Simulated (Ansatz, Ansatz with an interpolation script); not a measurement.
## Settings in Wannier-interpolated G0W0: Tl2SnCl6 (Fm-3m)

Aim: vary the Wannier model and the GW settings for Tl2SnCl6 (Fm-3m) and see what the interpolated bands lose.

Main program and level: Ansatz 0.2.0; maximally localised Wannier functions, LDA, plane waves, PAW; PAW set soft_1.

The database entry behind the starting cell is an old determination (1935), so it need not match the best structure at ambient conditions.

## Step 1: The starting structure

Symmetry: Fm-3m, No. 225, cubic system. The conventional cell has a = 9.970 Å, b = 9.970 Å, c = 9.970 Å, α = 90.00°, β = 90.00°, γ = 90.00°. Nearest to Tl lie 12 Cl at 3.53 Å. Nearest to Sn lie 6 Cl at 2.39 Å. Cl has 1 Sn at 2.39 Å nearest. Farther neighbours and most contacts between anions are not listed.

The cell and positions come from the Crystallography Open Database and are kept as given unless a step says otherwise. Spin-orbit coupling is left out unless a step names it.

## Step 2: Wannier model on 8×8×8

Localised functions give a small Hamiltonian that interpolates between mesh points at no cost.

Contents of input.yaml:

```yaml
crystal:
  lattice:
    - [0.0, 4.985, 4.985]
    - [4.985, 0.0, 4.985]
    - [4.985, 4.985, 0.0]
  atoms:
    - { symbol: Tl, position: [0.25, 0.25, 0.25] }
    - { symbol: Tl, position: [0.75, 0.75, 0.75] }
    - { symbol: Sn, position: [0.0, 0.0, 0.0] }
    - { symbol: Cl, position: [0.76, 0.24, 0.24] }
    - { symbol: Cl, position: [0.24, 0.76, 0.24] }
    - { symbol: Cl, position: [0.24, 0.76, 0.76] }
    - { symbol: Cl, position: [0.76, 0.24, 0.76] }
    - { symbol: Cl, position: [0.24, 0.24, 0.76] }
    - { symbol: Cl, position: [0.76, 0.76, 0.24] }
kpoints:
  mp_grid: { grid: [4, 4, 4] }
hamiltonian:
  xc: lda
  pseudopotentials: { kind: paw, azcp: { folder: soft_1 }, xc_functional: pbe }
scf:
  occupations: { method: fixed }
  n_extra_bands: 131
output:
  wannier:
    kmesh: [8, 8, 8]
    projections:
      - { species: Cl, l: p, shell: 3 }
      - { species: Tl, l: s, shell: 6 }
      - { species: Tl, l: p, shell: 6 }
    minimise: true
    write_hr: true
    seedname: w
    conv_tol: 1.0e-06
    max_iter: 20000
    stability_check: false
    disentanglement:
      window: [-1.17, 11.43]
      frozen_window: [-1.17, 8.43]
      conv_tol: 1.0e-08
```

Launch:

```bash
> ansatz run input.yaml --threads 2 --pin off --max-ram 92160MiB --backend cuda --events-out ev --progress --plain --runs-dir out --devices 1 --max-vram 13GiB
```

Numbers of over 12 decimals in the logs are rounded to 6 here.

What it wrote:

```text
scf.n_extra_bands = 131 over 41 filled bands (N_el = 82.0): the run solves 172 bands
GPUs: using 1 of 1 available (devices: 1).
Engine: ansatz 0.2.0, x86_64-unknown-linux-gnu
Pseudopotentials: kind: paw
Pseudopotential: Tl, paw, valence charge 13, recommended cutoff 420 eV (normal), soft_1/Tl.paw.azcp
Pseudopotential: Sn, paw, valence charge 14, recommended cutoff 420 eV (normal), soft_1/Sn.paw.azcp
Pseudopotential: Cl, paw, valence charge 7, recommended cutoff 420 eV (normal), soft_1/Cl.paw.azcp
Functional definition: SPW92
  exchange = slater_x
  correlation = pw_c
device memory: the entry about to start is reckoned to put 3.9 GiB on a device that reports 53.7 GiB free (of which the cap on the GPU budget leaves the run 13.0 GiB)
GPU FFT provider: cuFFT
GPU libraries: cuBLAS 13.8.2, cuFFT 12.4.0, cuSOLVER 12.3.4
Crystal: 9 atoms, lattice volume = 247.757 Å³
Basis set: ecut = 420 eV, 4909 PW (Γ)
Bands: 172, of which v1, the nominal top of the filled ones, is band 41 counted from 1 (40 counted from 0)
Symmetry: 48 space group operations
Space group: Fm-3m (ITA 225), of the structure as read, at distance tolerance 6.3e-5 Å
k-points: 8 of 64
Non-local potential: Tl, projectors of the file, l = 0: 2, l = 1: 2, l = 2: 2, l = 3: 1
Non-local potential: Sn, projectors of the file, l = 0: 2, l = 1: 2, l = 2: 2, l = 3: 1
Non-local potential: Cl, projectors of the file, l = 0: 2, l = 1: 2, l = 2: 1
PAW form: soft (Blöchl's): semilocal exchange-correlation on the pseudo side does not see the compensation charge
PAW frozen core: Tl, regenerated for the run's functional, and the local potential with it (the file was generated under x = pbe(κ = 0.804, μ = 0.219515), c = pbe(β = 0.066725))
PAW frozen core: Sn, regenerated for the run's functional, and the local potential with it (the file was generated under x = pbe(κ = 0.804, μ = 0.219515), c = pbe(β = 0.066725))
PAW frozen core: Cl, regenerated for the run's functional, and the local potential with it (the file was generated under x = pbe(κ = 0.804, μ = 0.219515), c = pbe(β = 0.066725))
PAW one-centre angular grid: Tl, 590 points (default); XC on 64 Gauss nodes
PAW one-centre angular grid: Sn, 590 points (default); XC on 64 Gauss nodes
PAW one-centre angular grid: Cl, 110 points (default); XC on 64 Gauss nodes
Initial density: superposition of atomic densities (chi_scale 0.1, normalization cell, long waves kept (reshape's long-wave potential 0.07 eV rms))
Initial wavefunctions: pseudopotential atomic-orbital guess
GPU buffer pool allocated for 110592 grid points (all kernels)
GPU transforms: local potential and band sums: pruned to the plane-wave sphere, on 48×48×48
Functional: x = slater, c = lda
[...]
SCF iter   3: F=—  HF=-34448.892361 eV  |F-HF|=—  |Δ(HF+E_count)|=   1.80e-1  Δρ=5.39e-3  dr2=7.58e-2  ethr=5.60e-4  ⟨swp⟩=2.0  Hψ=1592  notcnv=0  defer=1016
SCF iter   4: F=—  HF=-34448.861012 eV  |F-HF|=—  |Δ(HF+E_count)|=   3.13e-2  Δρ=1.41e-3  dr2=7.70e-3  ethr=9.24e-5  ⟨swp⟩=2.5  Hψ=654  notcnv=0  defer=1030
SCF iter   5: F=—  HF=-34448.858495 eV  |F-HF|=—  |Δ(HF+E_count)|=   2.52e-3  Δρ=2.40e-4  dr2=1.47e-4  ethr=9.39e-6  ⟨swp⟩=2.4  Hψ=600  notcnv=0  defer=1030
SCF iter   6: F=—  HF=-34448.858570 eV  |F-HF|=—  |Δ(HF+E_count)|=   7.55e-5  Δρ=9.58e-5  dr2=1.60e-5  ethr=1.80e-7  ⟨swp⟩=2.5  Hψ=788  notcnv=0  defer=995
SCF iter   7: F=—  HF=-34448.858772 eV  |F-HF|=—  |Δ(HF+E_count)|=   2.01e-4  Δρ=9.84e-6  dr2=2.21e-7  ethr=1.95e-8  ⟨swp⟩=2.0  Hψ=926  notcnv=0  defer=991
SCF iter   8: F=-34448.858772 eV  HF=-34448.858772 eV  |F-HF|=3.58e-9  |Δ(HF+E_count)|=   8.92e-8  Δρ=1.39e-6  dr2=5.79e-9  ethr=1.22e-10  ⟨swp⟩=20.6  Hψ=15091  notcnv=0
SCF 1 converged in 8 iterations: F = -34448.858772 eV  dr2 = 5.79e-9
[...]
device memory: the entry about to start is reckoned to put 4.6 GiB (of the 4.7 GiB reckoned in all, the device holds 0.1 GiB already) on a device that reports 53.7 GiB free (of which the cap on the GPU budget leaves the run 12.9 GiB)
NSCF: frozen V_eff on 8 k-points
[...]
device memory: the entry about to start is reckoned to put 3.4 GiB on a device that reports 53.8 GiB free (of which the cap on the GPU budget leaves the run 13.0 GiB)
NSCF: frozen V_eff on 32 k-points
the Wannier pass solved 32 of the 512 points of its mesh, and has the states at the others by symmetry: states obtained by the crystal's operations at points that were solved too leave a residual of 5.23e-13 eV (read by the count's bands and the next), within 5.56e-6 eV
SCF converged after 8 iterations
Free energy (F): -34448.858772 eV
Harris-Foulkes:  -34448.858772 eV  (|F-HF|=3.58e-9)
Internal energy: -34448.858772 eV  (E = F + TS)
E sigma→0 (E₀):  -34448.858772 eV
Fermi energy:    2.970965 eV
--- Per-component energies (eV) ---
  E_band       = -368.458802
  E_kinetic    = 1615.258043
  E_local      = -5154.289807  (includes V_loc(G=0)·N_el)
  E_nonlocal   = 987.841922
  E_hartree    = 2020.554356
  E_xc         = -1130.571511
  E_vxc        = -1023.642018  (∫ρ·V_xc dr)
  E_paw        = -27752.082265  (= ΣΔE_a)
  E_vpaw       = -834.737481  (= ΣTr[D̂ρ^β])
  E_aug_tail   = 0.000848  (compensation charges beyond the density's cutoff)
  E_ewald      = -5036.855318
  E_core_change = 1.284960  (= ΣΔE_core)
  E_smearing   = -0.000000  (= −TS)
  E_closure    = -0.000000  (closes the sum)
  Σ components = -34448.858772   (vs F -34448.858772, Δ=0.00e0)
--- Band table (eV; the first three rows and the last of 8) ---
  k-point 0: bands = [... 37 lower, 2.3293, 2.9623, 2.9623, 2.9623, 5.6297, 9.2191, 9.2191, 9.2191, ... 127 higher]
  k-point 1: bands = [... 37 lower, 2.3357, 2.8167, 2.8167, 2.8486, 6.1171, 8.2500, 8.2803, 8.9990, ... 127 higher]
  k-point 2: bands = [... 37 lower, 2.5114, 2.6806, 2.7009, 2.7009, 6.5961, 7.4071, 7.4568, 8.8088, ... 127 higher]
  k-point 7: bands = [... 37 lower, 2.5932, 2.5932, 2.6579, 2.6579, 6.8246, 7.5532, 7.6774, 8.1377, ... 127 higher]
Wannier search: line search 1 of at most 20000: gauge-dependent spread (as the search counts it) 8.8982622 Å², largest recent change 6.2e-1 Å² against conv_tol 1.0e-6 Å², 0 stops escaped
```

Wall time 33 s (1 × NVIDIA H100 80GB HBM3 (shared by 6 runs) with 2 threads of AMD EPYC 7R13 (Zen 3), shared host); peak memory 2.8 GiB; 45 s of CPU time.

This step gave:

```yaml
gauge_invariant_spread: 52.61 Å²
diagonal_spread: 0.003605 Å²
off_diagonal_spread: 8.397 Å²
total_spread: 61.01 Å²
least_projectability: 0.2329
localisation_steps: 39
disentanglement_steps: 104
r_m_s_interpolation_error: 1.50e-4 eV
r_m_s_error_near_the_gap: 1.76e-4 eV
```

Near the gap the model misses directly solved bands by 0.2 meV r.m.s. and by 4 meV at most in the window tested. This tests the starting bands, not the corrections carried with them.

## Step 3: Wannier model on 4×4×4

Edit input.yaml of step 2 so:

```diff
@@ -25,3 +25,3 @@
   wannier:
-    kmesh: [8, 8, 8]
+    kmesh: [4, 4, 4]
     projections:
```

What it wrote:

```text
[...]
GPUs: using 1 of 1 available (devices: 1).
[...]
GPU FFT provider: cuFFT
GPU libraries: cuBLAS 13.8.2, cuFFT 12.4.0, cuSOLVER 12.3.4
Crystal: 9 atoms, lattice volume = 247.757 Å³
Basis set: ecut = 420 eV, 4909 PW (Γ)
Bands: 172, of which v1, the nominal top of the filled ones, is band 41 counted from 1 (40 counted from 0)
Symmetry: 48 space group operations
[...]
k-points: 8 of 64
[...]
GPU buffer pool allocated for 110592 grid points (all kernels)
[...]
SCF iter   1: F=—  HF=-34451.950232 eV  |F-HF|=—  |Δ(HF+E_count)|=         —  Δρ=4.00e-2  dr2=7.41e0  ethr=3.10e-3  ⟨swp⟩=4.0  Hψ=4824  notcnv=0  defer=993
[...]
SCF iter   8: F=-34448.858772 eV  HF=-34448.858772 eV  |F-HF|=3.58e-9  |Δ(HF+E_count)|=   8.92e-8  Δρ=1.39e-6  dr2=5.79e-9  ethr=1.22e-10  ⟨swp⟩=20.6  Hψ=15091  notcnv=0
SCF 1 converged in 8 iterations: F = -34448.858772 eV  dr2 = 5.79e-9
[...]
NSCF: frozen V_eff on 8 k-points
[...]
SCF converged after 8 iterations
Free energy (F): -34448.858772 eV
[...]
Internal energy: -34448.858772 eV  (E = F + TS)
E sigma→0 (E₀):  -34448.858772 eV
Fermi energy:    2.970965 eV
[...]
--- Band table (eV; the first three rows and the last of 8) ---
  k-point 0: bands = [... 37 lower, 2.3293, 2.9623, 2.9623, 2.9623, 5.6297, 9.2191, 9.2191, 9.2191, ... 127 higher]
  k-point 1: bands = [... 37 lower, 2.3357, 2.8167, 2.8167, 2.8486, 6.1171, 8.2500, 8.2803, 8.9990, ... 127 higher]
  k-point 2: bands = [... 37 lower, 2.5114, 2.6806, 2.7009, 2.7009, 6.5961, 7.4071, 7.4568, 8.8088, ... 127 higher]
  k-point 7: bands = [... 37 lower, 2.5932, 2.5932, 2.6579, 2.6579, 6.8246, 7.5532, 7.6774, 8.1377, ... 127 higher]
[...]
```

Run time: 14 s. Hardware: 1 × NVIDIA H100 80GB HBM3 (shared by 6 runs) with 2 threads; peak memory 1.2 GiB; 19 s of CPU time.

Numbers from this step:

| Quantity | Value |
| --- | --- |
| gauge-invariant spread | 50.03 Å² |
| diagonal spread | 0.003008 Å² |
| off-diagonal spread | 8.498 Å² |
| total spread | 58.53 Å² |
| least projectability | 0.2333 |
| localisation steps | 19 |
| disentanglement steps | 35 |
| r.m.s. interpolation error | 0.001645 eV |
| r.m.s. error near the gap | 0.001922 eV |

Near the gap the model misses directly solved bands by 1.9 meV r.m.s. and by 27 meV at most in the window tested. This tests the starting bands, not the corrections carried with them.

Frozen up to 5.46 eV; above it the model need not follow the bands. Electronic bands along the path, in eV, zero at the valence-band top; v1 is the highest filled band, c1 the lowest empty one:

| point | v4 | v3 | v2 | v1 | c1 | c2 | c3 | c4 |
| --- | --- | --- | --- | --- | --- | --- | --- | --- |
| Γ | -0.64 | -0.01 | -0.01 | -0.01 | 2.66 | 6.25 | 6.25 | 6.25 |
| halfway | -0.52 | -0.34 | -0.34 | 0.00 | 3.30 | 4.98 | 5.59 | 5.68 |
| X | -0.67 | -0.65 | -0.15 | 0.00 | 3.76 | 4.13 | 4.87 | 5.27 |
| halfway | -0.62 | -0.62 | -0.18 | -0.04 | 3.79 | 4.19 | 4.92 | 5.18 |
| U | -0.56 | -0.52 | -0.28 | -0.14 | 3.82 | 4.38 | 4.97 | 5.06 |
| jump to K | -0.56 | -0.52 | -0.28 | -0.14 | 3.82 | 4.38 | 4.97 | 5.06 |
| halfway | -0.50 | -0.27 | -0.23 | -0.15 | 3.33 | 5.10 | 5.27 | 5.49 |
| Γ | -0.64 | -0.01 | -0.01 | -0.01 | 2.66 | 6.25 | 6.25 | 6.25 |
| halfway | -0.64 | -0.15 | -0.15 | -0.12 | 3.15 | 5.28 | 5.31 | 6.04 |
| L | -0.46 | -0.29 | -0.27 | -0.27 | 3.63 | 4.44 | 4.49 | 5.84 |
| halfway | -0.50 | -0.42 | -0.31 | -0.29 | 3.75 | 4.57 | 4.66 | 5.33 |
| W | -0.38 | -0.38 | -0.31 | -0.31 | 3.85 | 4.58 | 4.71 | 5.17 |
| halfway | -0.62 | -0.56 | -0.21 | -0.09 | 3.81 | 4.26 | 4.97 | 5.08 |
| X | -0.67 | -0.65 | -0.15 | 0.00 | 3.76 | 4.13 | 4.87 | 5.27 |

The same for Kohn-Sham, solved directly:

| point | v4 | v3 | v2 | v1 | c1 | c2 | c3 | c4 |
| --- | --- | --- | --- | --- | --- | --- | --- | --- |
| Γ | -0.64 | -0.01 | -0.01 | -0.01 | 2.66 | 6.25 | 6.25 | 6.25 |
| X | -0.67 | -0.65 | -0.15 | 0.00 | 3.76 | 4.13 | 4.87 | 5.27 |
| U | -0.56 | -0.51 | -0.28 | -0.14 | 3.83 | 4.38 | 4.97 | 5.06 |
| K | -0.56 | -0.51 | -0.28 | -0.14 | 3.83 | 4.38 | 4.97 | 5.06 |
| Γ | -0.64 | -0.01 | -0.01 | -0.01 | 2.66 | 6.25 | 6.25 | 6.25 |
| L | -0.46 | -0.29 | -0.27 | -0.27 | 3.63 | 4.44 | 4.49 | 5.84 |
| W | -0.38 | -0.38 | -0.31 | -0.31 | 3.85 | 4.58 | 4.71 | 5.17 |
| X | -0.67 | -0.65 | -0.15 | 0.00 | 3.76 | 4.13 | 4.87 | 5.27 |

## Step 4: A faulty Wannier input

Edit input.yaml of step 3 so:

```diff
@@ -38,3 +38,3 @@
       window: [-1.17, 11.43]
-      frozen_window: [-1.17, 8.43]
+      frozen_window: [-1.17, 10.93]
       conv_tol: 1.0e-08
```

What it wrote:

```text
scf.n_extra_bands = 131 over 41 filled bands (N_el = 82.0): the run solves 172 bands
GPUs: using 1 of 1 available (devices: 1).
Engine: ansatz 0.2.0, x86_64-unknown-linux-gnu
Pseudopotentials: kind: paw
Pseudopotential: Tl, paw, valence charge 13, recommended cutoff 420 eV (normal), soft_1/Tl.paw.azcp
Pseudopotential: Sn, paw, valence charge 14, recommended cutoff 420 eV (normal), soft_1/Sn.paw.azcp
Pseudopotential: Cl, paw, valence charge 7, recommended cutoff 420 eV (normal), soft_1/Cl.paw.azcp
Functional definition: SPW92
  exchange = slater_x
  correlation = pw_c
device memory: the entry about to start is reckoned to put 3.9 GiB on a device that reports 40.3 GiB free (of which the cap on the GPU budget leaves the run 13.0 GiB)
GPU FFT provider: cuFFT
GPU libraries: cuBLAS 13.8.2, cuFFT 12.4.0, cuSOLVER 12.3.4
Crystal: 9 atoms, lattice volume = 247.757 Å³
Basis set: ecut = 420 eV, 4909 PW (Γ)
Bands: 172, of which v1, the nominal top of the filled ones, is band 41 counted from 1 (40 counted from 0)
Symmetry: 48 space group operations
Space group: Fm-3m (ITA 225), of the structure as read, at distance tolerance 6.3e-5 Å
k-points: 8 of 64
Non-local potential: Tl, projectors of the file, l = 0: 2, l = 1: 2, l = 2: 2, l = 3: 1
Non-local potential: Sn, projectors of the file, l = 0: 2, l = 1: 2, l = 2: 2, l = 3: 1
Non-local potential: Cl, projectors of the file, l = 0: 2, l = 1: 2, l = 2: 1
PAW form: soft (Blöchl's): semilocal exchange-correlation on the pseudo side does not see the compensation charge
[...]
NSCF: frozen V_eff on 11 k-points
the Wannier pass solved 11 of the 64 points of its mesh, and has the states at the others by symmetry: states obtained by the crystal's operations at points that were solved too leave a residual of 4.00e-13 eV (read by the count's bands and the next), within 6.67e-6 eV
SCF converged after 8 iterations
Free energy (F): -34448.858772 eV
Harris-Foulkes:  -34448.858772 eV  (|F-HF|=3.58e-9)
Internal energy: -34448.858772 eV  (E = F + TS)
E sigma→0 (E₀):  -34448.858772 eV
Fermi energy:    2.970965 eV
--- Per-component energies (eV) ---
  E_band       = -368.458802
  E_kinetic    = 1615.258043
  E_local      = -5154.289807  (includes V_loc(G=0)·N_el)
  E_nonlocal   = 987.841922
  E_hartree    = 2020.554356
  E_xc         = -1130.571511
  E_vxc        = -1023.642018  (∫ρ·V_xc dr)
  E_paw        = -27752.082265  (= ΣΔE_a)
  E_vpaw       = -834.737481  (= ΣTr[D̂ρ^β])
  E_aug_tail   = 0.000848  (compensation charges beyond the density's cutoff)
  E_ewald      = -5036.855318
  E_core_change = 1.284960  (= ΣΔE_core)
  E_smearing   = -0.000000  (= −TS)
  E_closure    = -0.000000  (closes the sum)
  Σ components = -34448.858772   (vs F -34448.858772, Δ=0.00e0)
--- Band table (eV; the first three rows and the last of 8) ---
  k-point 0: bands = [... 37 lower, 2.3293, 2.9623, 2.9623, 2.9623, 5.6297, 9.2191, 9.2191, 9.2191, ... 127 higher]
  k-point 1: bands = [... 37 lower, 2.3357, 2.8167, 2.8167, 2.8486, 6.1171, 8.2500, 8.2803, 8.9990, ... 127 higher]
  k-point 2: bands = [... 37 lower, 2.5114, 2.6806, 2.7009, 2.7009, 6.5961, 7.4071, 7.4568, 8.8088, ... 127 higher]
  k-point 7: bands = [... 37 lower, 2.5932, 2.5932, 2.6579, 2.6579, 6.8246, 7.5532, 7.6774, 8.1377, ... 127 higher]
WARN: one of the run's output files is refused, and neither it nor the files that depend on it are written in full: <dir> frozen window holds 29 > num_wann = 26 bands at ik = 0 (ik counts from 0, the k-points of the .win, .mmn and .eig files from 1)
```

Wall time 18 s (1 × NVIDIA H100 80GB HBM3 (shared by 6 runs) with 2 threads); peak memory 1.2 GiB.

The run ended with an error after its SCF cycle had converged; no result of it is taken.

The fault put into this input: a frozen window with more states than functions.

## Step 5: G0W0: 4×4×4 mesh, 1033 empty bands, screening to 150 eV, PAW set soft_1 files

G0W0 replaces the xc potential by the self-energy, built once from these orbitals. Only a window of levels is corrected, while the sums run over the empty bands that the input names.

This step: G0W0 on LDA, plane waves, PAW; PAW set soft_1.

input.yaml, the sections that differ from step 4:

```yaml
scf:
  occupations: { method: fixed }
gw:
  n_empty_bands: 1033
  ecut_chi: 150.0
  qp_bands: [v19, c7]
  screening: { model: contour_deformation }
# crystal, kpoints, hamiltonian: as in step 4
# output: removed
```

What it wrote:

```text
GPUs: using 1 of 1 available (devices: 1).
[...]
GPU FFT provider: cuFFT
GPU libraries: cuBLAS 13.8.2, cuFFT 12.4.0, cuSOLVER 12.3.4
Crystal: 9 atoms, lattice volume = 247.757 Å³
Basis set: ecut = 420 eV, 4909 PW (Γ)
Bands: 50, of which v1, the nominal top of the filled ones, is band 41 counted from 1 (40 counted from 0)
Symmetry: 48 space group operations
[...]
k-points: 8 of 64
[...]
0    30      0.3910   -18.8664     3.5409   -14.1742  0.7159    -0.8161    -0.7602  root
[...]
7    45      8.1377    -6.3533    -3.6223   -10.9509  0.8207     9.1248     9.1130  root
     7    46      8.3543    -6.4479    -3.6659   -11.1058  0.8180     9.3592     9.3463  root
     7    47      8.4378    -7.3258    -3.6684   -11.9457  0.8118     9.4015     9.3894  root
     7    48      8.4378    -7.3258    -3.6684   -11.9457  0.8118     9.4015     9.3894  root
[key lines of the parts left out:]
SCF converged after 9 iterations
Free energy (F): -34448.858772 eV
Fermi energy:    2.970963 eV
```

It took 1.8 min on 1 × NVIDIA H100 80GB HBM3 (shared by 6 runs) with 2 threads; peak memory 2.8 GiB.

The G0W0 gap on the mesh is 4.806 eV.

(Continued in part 2 of 2.)

[Paths, hosts, dates, memory and timing lines, banners, echoed tables and standing remarks are left out of the program output.]

[Logs are printed without paths, hosts, clocks, repeated set-up lines and the standing remarks that a program may print on its own settings, such as how far it seeks lower states.]

[Runs of the session that timed out or met a known fault of the program may be left out.]

[Hosts, paths, dates, database ids (printed as entryN), source tags and the programs' standing remarks are cut or masked in the printed files.]
